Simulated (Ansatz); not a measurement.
# 1T-MnSeTe monolayer in a perpendicular field, part 3 of 3

What dipole does a perpendicular field induce in the 1T-MnSeTe monolayer? A positive field points along +c.

Ansatz 0.2.0; plane-wave DFT, LDA+U, Ansatz PAW (set soft_1); PAW set soft_1 (the session's first sound run).

So far, work function, upper face (eV): step 3 (single point, field 0) 5.43.

## (7) Atoms held, field 0.2 V/Å

File input.yaml:

```yaml
crystal:
  lattice:
    - [3.5474661353, 0.0, 0.0]
    - [-1.7737330676, 3.0721957922, 0.0]
    - [0.0, 0.0, 21.0275921017]
  atoms:
    - { symbol: Te, position: [0.6666666667, 0.3333333333, 0.4280090634], spin: -0.15 }
    - { symbol: Mn, position: [0.0, 0.0, 0.5085758292], spin: 3.26 }
    - { symbol: Se, position: [0.3333333333, 0.6666666667, 0.5719909366], spin: -0.1 }
magnetization:
  spin_polarized: true
kpoints:
  mp_grid: { grid: [18, 18, 1] }
  band_path:
    path: [[0, 0, 0], [0.5, 0, 0], [0.33333333, 0.33333333, 0], [0, 0, 0]]
    npoints: 16
hamiltonian:
  xc: lda
  hubbard: { sites: [{ species: Mn, l: d, u_eff: 2.0 }] }
  pseudopotentials: { kind: paw, azcp: { folder: soft_1 }, xc_functional: pbe }
scf:
  occupations: { method: fermi_dirac, width: 0.05 }
  convergence: { dr2_threshold: 1.0e-10 }
efield:
  axis: 3
  dipole_correction: true
  ramp_position: 0.9477
  ramp_width: 0.0961
  amplitude: 0.2
output:
  write_potential: true
  write_density: true
  volumetric_format: npy
```

Command:

```bash
> ansatz run input.yaml --threads 4 --pin off --max-ram 6144MiB --backend cpu --events-out ev --progress --plain --runs-dir out
```

Numbers of over 12 decimals in the logs are rounded to 6 here.

The log of the run:

```text
[...]
Crystal: 3 atoms, lattice volume = 229.169 Å³
Basis set: ecut = 420 eV, 4445 PW (Γ)
Bands: 31, of which v1, the nominal top of the filled ones, is band 24 counted from 1 (23 counted from 0)
Symmetry: 6 space group operations
k-points: 37 of 324 (time reversal used)
[...]
Starting moments: Σ|m| = 3.51 μB on 3 of 3 sites
[...]
k-point 1 ↑: bands = [... 20 lower, -4.1794, -3.5776, -1.8120, -0.0822, 0.0907, 1.3777, 1.6306, 3.0960, ... 3 higher]
  k-point 2 ↑: bands = [... 20 lower, -4.2197, -3.5543, -1.7211, -0.6242, -0.0720, 0.6840, 1.4883, 3.2627, ... 3 higher]
  k-point 36 ↓: bands = [... 20 lower, -2.7751, -2.7055, 0.7670, 0.8830, 0.9525, 1.4063, 1.9423, 4.4613, ... 3 higher]
Occupation matrices written to <dir>
[key lines of the parts left out:]
SCF converged after 21 iterations
Magnetization: 3.1518 μB (25.0759 up, 21.9241 down)
Free energy (F): -16051.033266 eV
Fermi energy:    -0.533440 eV
Dipole field:    D = 0.021562 V/Å  (p = 0.027308 e·Å, saw-weighted, corrected)
```

Elapsed: 39 s, on 4 threads of Arm Neoverse V1, shared host; peak memory 0.95 GiB; 2.5 min of CPU time.

The dipole is 0.0273 e·Å, 0.0672 e·Å from its value without field.

## (8) Atoms held, field 0.3 V/Å

input.yaml: that of step 7 with these lines changed.

```diff
@@ -26,6 +26,8 @@
   dipole_correction: true
-  ramp_position: 0.9477
-  ramp_width: 0.0961
-  amplitude: 0.2
+  ramp_position: 0.9443
+  ramp_width: 0.1029
+  amplitude: 0.3
 output:
+  dos: { projected: true, e_range: [-6, 5] }
+  bader: true
   write_potential: true
@@ -33 +35,2 @@
   volumetric_format: npy
+  elf: true
```

The log of the run:

```text
[...]
Crystal: 3 atoms, lattice volume = 229.169 Å³
Basis set: ecut = 420 eV, 4445 PW (Γ)
Bands: 31, of which v1, the nominal top of the filled ones, is band 24 counted from 1 (23 counted from 0)
Symmetry: 6 space group operations
k-points: 37 of 324 (time reversal used)
[...]
Starting moments: Σ|m| = 3.51 μB on 3 of 3 sites
[...]
k-point 36 ↓: bands = [... 20 lower, -2.7880, -2.7031, 0.7612, 0.8744, 0.9454, 1.4020, 1.9389, 4.4382, ... 3 higher]
Occupation matrices written to <dir>
--- Bader charges: 3 sites ---
  site symbol  charge [e]  shift [e]    m [muB]
     0     Te     -0.2948     0.0015    -0.2166
     1     Mn      0.7994     0.0042     3.4611
     2     Se     -0.5046     0.0027    -0.0929
  estimated error of the sums over rays = 7.2e-4 e
[key lines of the parts left out:]
SCF converged after 21 iterations
Magnetization: 3.1516 μB (25.0758 up, 21.9242 down)
Free energy (F): -16051.037677 eV
Fermi energy:    -0.538054 eV
Dipole field:    D = 0.048129 V/Å  (p = 0.060954 e·Å, saw-weighted, corrected)
```

Run time: 46 s. Hardware: 4 threads; peak memory 0.95 GiB.

The dipole is 0.0610 e·Å, 0.101 e·Å from its value without field.

## (9) Response, atoms held

This step: plane-wave DFT, LDA+U, Ansatz PAW (set soft_1); response to a field along the normal, atoms held; PAW set soft_1 (Ansatz 0.2.0).

The dipoles give the slope, and the difference of two potentials shows where the field is screened.

This step gave:

* equivalent conductor thickness p/(ε₀AE): 5.571 Å
* distance between the outer atoms: 3.028 Å

Dipole of the cell against applied field:

```
applied field (V/Å)  dipole of the cell (e·Å)
             -0.050                   -0.0566
              0.000                   -0.0399
              0.050                   -0.0231
              0.100                  -0.00629
              0.200                    0.0273
              0.300                    0.0610
```

The total moment stays at 3.15 μB for applied field from -0.05 to 0.3 V/Å.

Local field over the applied field, running mean. From the potentials at -0.05 and 0.05 V/Å; running mean over 2.5 Å. Local field over applied field against z:

```
z (Å)  local field over applied field
 4.09                           0.999
 4.38                           0.997
 4.82                           0.994
 5.11                           0.988
 5.55                           0.971
 5.84                           0.950
 6.13                           0.916
 6.57                           0.833
 6.86                           0.753
 7.16                           0.659
 7.59                           0.507
 7.89                           0.404
 8.32                           0.258
 8.62                           0.173
 8.91                           0.106
 9.35                          0.0477
 9.64                          0.0297
 9.93                          0.0183
10.37                         0.00938
10.66                          0.0116
11.10                          0.0272
11.39                          0.0465
11.68                          0.0769
12.12                           0.159
12.41                           0.239
12.70                           0.335
13.14                           0.490
13.43                           0.593
13.87                           0.741
14.16                           0.825
14.46                           0.889
14.89                           0.950
15.19                           0.972
15.48                           0.985
15.92                           0.994
16.21                           0.997
16.65                           0.999
16.94                           0.999
```

Electrons, planar mean, per unit field. Table of induced electron density by z:

```
z (Å)  induced electron density (e/Å³ per V/Å)
 4.09                                   5.6e-6
 4.38                                   1.1e-5
 4.82                                   2.8e-5
 5.11                                   5.4e-5
 5.55                                   1.4e-4
 5.84                                   2.4e-4
 6.13                                   4.3e-4
 6.57                                   9.5e-4
 6.86                                  0.00151
 7.16                                  0.00223
 7.59                                  0.00325
 7.89                                  0.00327
 8.32                                  0.00153
 8.62                                   8.0e-4
 8.91                                   7.9e-4
 9.35                                   3.4e-4
 9.64                                   2.7e-4
 9.93                                  -2.9e-4
10.37                                  -3.9e-4
10.66                                   2.6e-4
11.10                                   3.6e-4
11.39                                  -1.8e-4
11.68                                  -6.5e-4
12.12                                  -8.8e-4
12.41                                 -0.00133
12.70                                 -0.00260
13.14                                 -0.00347
13.43                                 -0.00286
13.87                                 -0.00163
14.16                                  -1.0e-3
14.46                                  -5.8e-4
14.89                                  -2.4e-4
15.19                                  -1.3e-4
15.48                                  -6.8e-5
15.92                                  -2.5e-5
16.21                                  -1.3e-5
16.65                                  -4.6e-6
16.94                                  -2.3e-6
```

By hand: between -0.05 and 0.05 V/Å the dipole changes by 0.03355 e·Å, a slope of 0.3355 e·Å²/V. A perfect conductor of thickness t has p = ε₀AEt, so t = 180.95 × 0.3355 / 10.899 = 5.57 Å (e/ε₀ = 180.95 V·Å, A in Å²).

The induced dipole is that of a conductor 5.57 Å thick.

## (10) The same run with other settings: scf.mixing.preconditioner = "kerker_dos"

This step: plane-wave DFT, LDA+U, Ansatz PAW (set soft_1) (Ansatz 0.2.0).

A run with a changed input: it repeats the earlier run at 0.05 V/Å with scf.mixing.preconditioner to kerker_dos.

input.yaml: that of step 8 with these lines changed.

```diff
@@ -23,2 +23,3 @@
   convergence: { dr2_threshold: 1.0e-10 }
+  mixing: { preconditioner: kerker_dos }
 efield:
@@ -26,8 +27,6 @@
   dipole_correction: true
-  ramp_position: 0.9443
-  ramp_width: 0.1029
-  amplitude: 0.3
+  ramp_position: 0.97
+  ramp_width: 0.06
+  amplitude: 0.05
 output:
-  dos: { projected: true, e_range: [-6, 5] }
-  bader: true
   write_potential: true
@@ -35,2 +34 @@
   volumetric_format: npy
-  elf: true
```

The log of the run:

```text
[...]
Crystal: 3 atoms, lattice volume = 229.169 Å³
Basis set: ecut = 420 eV, 4445 PW (Γ)
Bands: 31, of which v1, the nominal top of the filled ones, is band 24 counted from 1 (23 counted from 0)
Symmetry: 6 space group operations
k-points: 37 of 324 (time reversal used)
[...]
Starting moments: Σ|m| = 3.51 μB on 3 of 3 sites
[...]
spin=Collinear: DOS-adaptive Kerker preconditioning applied to the charge; magnetization (m = ρ↑ − ρ↓) channel mixes plain (no charge-response kernel on spin).
SCF iter   1: F=—  HF=-16051.218800 eV  |F-HF|=—  |Δ(HF+E_count)|=         —  Δρ=1.77e-2 (↑1.77e-2 ↓1.65e-2)  dr2=6.14e0  dr2_m=1.10e-1  M=2.875 μB ∫|m|=3.489 μB  β_m=0.30  ethr=3.10e-3  p=0.017 e·Å  D=1.32e-2 V/Å  ΔV_dip=-0.28 eV  dr2_dipole=4.14e-1  V_vac-E_F(+/−)=6.94/6.27 eV  ⟨swp⟩=11.7  Hψ=13325  notcnv=0
[...]
SCF iter  37: F=-16051.032950 eV  HF=-16051.032950 eV  |F-HF|=2.18e-11  |Δ(HF+E_count)|=  2.18e-11  Δρ=4.33e-8 (↑4.33e-8 ↓4.20e-8)  dr2=1.79e-11  dr2_m=2.95e-14  M=3.152 μB ∫|m|=3.914 μB  ethr=1.00e-12  p=-0.023 e·Å  D=-1.82e-2 V/Å  ΔV_dip=0.38 eV  dr2_dipole=4.14e-13  V_vac-E_F(+/−)=5.76/4.42 eV  ⟨swp⟩=1.0  Hψ=4774  notcnv=0
SCF 1 converged in 37 iterations: F = -16051.032950 eV  dr2 = 1.79e-11
[...]
SCF converged after 37 iterations
an eigenvalue changed by more than its tolerance at an iteration that met the thresholds in force, so the SCF went on 3 times, its first undamped step at iteration 33: the last check found none over its tolerance
Magnetization: 3.1521 μB (25.0760 up, 21.9240 down)
Absolute magnetization: 3.9129 μB (∫|ρ↑−ρ↓|, with the PAW one-centre terms)
[...]
Per-site moments (μB) at R_I (Å): [(-0.143266, 1.096420), (3.271345, 1.008136), (-0.098292, 1.008136)]
Free energy (F): -16051.032950 eV
[...]
Internal energy: -16051.024427 eV  (E = F + TS)
E sigma→0 (E₀):  -16051.028689 eV
Entropy (-TS):   -0.008523 eV (-2.841 meV/atom)
Fermi energy:    -0.534771 eV
Dipole field:    D = -0.018222 V/Å  (p = -0.023078 e·Å, saw-weighted, corrected)
Work function:   not extracted (applied field tilts the vacuum); planar V_es + V_field profile in the machine report
[...]
--- Band table (eV; the first three rows and the last of 74) ---
  k-point 0 ↑: bands = [... 20 lower, -4.1654, -3.5812, -1.8619, 0.1409, 0.1409, 1.6923, 1.6923, 3.2959, ... 3 higher]
  k-point 1 ↑: bands = [... 20 lower, -4.1800, -3.5673, -1.8226, -0.0871, 0.0863, 1.3815, 1.6345, 3.3716, ... 3 higher]
  k-point 2 ↑: bands = [... 20 lower, -4.2203, -3.5463, -1.7278, -0.6300, -0.0759, 0.6869, 1.4918, 3.5570, ... 3 higher]
  k-point 36 ↓: bands = [... 20 lower, -2.7640, -2.7174, 0.7674, 0.8877, 0.9547, 1.4044, 1.9391, 4.4862, ... 3 higher]
Occupation matrices written to <dir>
```

The job ended after 49 s (4 threads; peak memory 0.95 GiB).

This step gave:

```
energy at zero smearing : -16051.0287 eV
site moments            : -0.1433, 3.271, -0.09829 μB
dipole along the normal : -0.02308 e·Å
```

Deep bands are left out, so band numbers here count from the lowest band kept and differ from the log's. Electronic bands along the path, in eV, zero at the Fermi level; # counts the bands kept:

```
  point  up #8  up #9  up #10  up #11  down #5  down #6  down #7  down #8
      Γ   0.68   0.68    2.23    2.23     0.65     0.65     0.96     0.96
halfway  -1.17  -0.31    0.05    1.64    -1.26    -0.67     0.70     1.55
      M  -2.13  -1.42    0.74    1.37    -2.25    -1.24     0.44     1.46
halfway  -2.28  -1.82    0.14    0.78    -2.26    -2.12     0.97     1.47
      K  -2.34  -2.25   -0.21    0.64    -2.23    -2.18     1.30     1.42
halfway  -1.75  -0.72    0.30    0.78    -1.57    -1.22     1.00     1.42
      Γ   0.68   0.68    2.23    2.23     0.65     0.65     0.96     0.96
```

```
                     quantity  this run  earlier run  difference
dipole along the normal (e·Å)  -0.02308     -0.02308     -2.1e-6
            total moment (μB)     3.152        3.152     -4.7e-7
```

Nothing in the table moves by 0.01 in its unit (for the dipole 0.5 % and 5e-5 e·Å). The run took 37 SCF cycles against 21.

Of the bands kept, 5 cross the Fermi level on this path, both spins counted.

## (11) The same run with other settings: scf.lower_state_search = "off"

Another changed input: it repeats the earlier run at 0.05 V/Å with scf.lower_state_search to off.

input.yaml: that of step 10 with these lines changed.

```diff
@@ -23,3 +23,3 @@
   convergence: { dr2_threshold: 1.0e-10 }
-  mixing: { preconditioner: kerker_dos }
+  lower_state_search: "off"
 efield:
```

The log of the run:

```text
[...]
Crystal: 3 atoms, lattice volume = 229.169 Å³
Basis set: ecut = 420 eV, 4445 PW (Γ)
Bands: 31, of which v1, the nominal top of the filled ones, is band 24 counted from 1 (23 counted from 0)
Symmetry: 6 space group operations
k-points: 37 of 324 (time reversal used)
[...]
Starting moments: Σ|m| = 3.51 μB on 3 of 3 sites
[...]
SCF iter   1: F=—  HF=-16051.218800 eV  |F-HF|=—  |Δ(HF+E_count)|=         —  Δρ=1.77e-2 (↑1.77e-2 ↓1.65e-2)  dr2=6.14e0  dr2_m=1.10e-1  M=2.875 μB ∫|m|=3.489 μB  β_m=0.30  ethr=3.10e-3  p=0.017 e·Å  D=1.32e-2 V/Å  ΔV_dip=-0.28 eV  dr2_dipole=4.14e-1  V_vac-E_F(+/−)=6.94/6.27 eV  ⟨swp⟩=11.7  Hψ=13325  notcnv=0
[...]
SCF iter  21: F=-16051.032950 eV  HF=-16051.032950 eV  |F-HF|=2.55e-11  |Δ(HF+E_count)|=   3.57e-8  Δρ=2.48e-8 (↑2.48e-8 ↓2.47e-8)  dr2=5.56e-12  dr2_m=3.43e-13  M=3.152 μB ∫|m|=3.914 μB  ethr=1.00e-12  p=-0.023 e·Å  D=-1.82e-2 V/Å  ΔV_dip=0.38 eV  dr2_dipole=5.47e-13  V_vac-E_F(+/−)=5.76/4.42 eV  ⟨swp⟩=2.7  Hψ=5915  notcnv=0
SCF 1 converged in 21 iterations: F = -16051.032950 eV  dr2 = 5.56e-12
[...]
SCF converged after 21 iterations
Magnetization: 3.1521 μB (25.0760 up, 21.9240 down)
Absolute magnetization: 3.9129 μB (∫|ρ↑−ρ↓|, with the PAW one-centre terms)
[...]
Per-site moments (μB) at R_I (Å): [(-0.143266, 1.096420), (3.271346, 1.008136), (-0.098292, 1.008136)]
Free energy (F): -16051.032950 eV
[...]
Internal energy: -16051.024427 eV  (E = F + TS)
E sigma→0 (E₀):  -16051.028689 eV
Entropy (-TS):   -0.008523 eV (-2.841 meV/atom)
Fermi energy:    -0.534770 eV
Dipole field:    D = -0.018220 V/Å  (p = -0.023076 e·Å, saw-weighted, corrected)
Work function:   not extracted (applied field tilts the vacuum); planar V_es + V_field profile in the machine report
[...]
--- Band table (eV; the first three rows and the last of 74) ---
  k-point 0 ↑: bands = [... 20 lower, -4.1654, -3.5812, -1.8619, 0.1409, 0.1409, 1.6923, 1.6923, 3.2959, ... 3 higher]
  k-point 1 ↑: bands = [... 20 lower, -4.1800, -3.5673, -1.8226, -0.0870, 0.0863, 1.3815, 1.6345, 3.3716, ... 3 higher]
  k-point 2 ↑: bands = [... 20 lower, -4.2203, -3.5463, -1.7278, -0.6300, -0.0759, 0.6869, 1.4918, 3.5570, ... 3 higher]
  k-point 36 ↓: bands = [... 20 lower, -2.7640, -2.7174, 0.7674, 0.8877, 0.9547, 1.4044, 1.9391, 4.4863, ... 3 higher]
Occupation matrices written to <dir>
```

It took 36 s on 4 threads; peak memory 0.95 GiB; 2.3 min of CPU time.

Deep bands are left out, so band numbers here count from the lowest band kept and differ from the log's. Electronic bands along the path, in eV, zero at the Fermi level; # counts the bands kept:

(Unchanged from step 10.)

```
                     quantity  this run  earlier run  difference
dipole along the normal (e·Å)  -0.02308     -0.02308      1.3e-8
            total moment (μB)     3.152        3.152      1.2e-9
```

Nothing in the table moves by 0.01 in its unit (for the dipole 0.5 % and 5e-5 e·Å).

## (12) Results

| Quantity | Value |
| --- | --- |
| gap without field | none |
| work function, upper face | 5.43 eV |
| step between the vacuum levels | 0.662 eV |
| equivalent conductor thickness, atoms held | 5.57 Å |

In words: The induced dipole equals that of a perfect conductor 5.57 Å thick, while the outer atoms lie 3.03 Å apart. The two faces differ: the vacuum level above lies 0.66 eV higher than the one below. There is no gap over 0.03 eV, with or without the field. The magnetic order is the one reached from the typed start; other orders were not compared. Spin-orbit coupling is left out, which matters for the bands of elements this heavy.

[Logs are printed without paths, hosts, clocks, repeated set-up lines and the standing remarks that a program may print on its own settings, such as how far it seeks lower states.]

[Hosts, paths, dates, database ids (printed as entryN), source tags and the programs' standing remarks are cut or masked in the printed files.]

[Maps of the electrostatic potential energy from Ansatz leave out the sawtooth potential of an applied field or a dipole correction, so their vacuum need not be flat; planar profiles and work functions include it.]
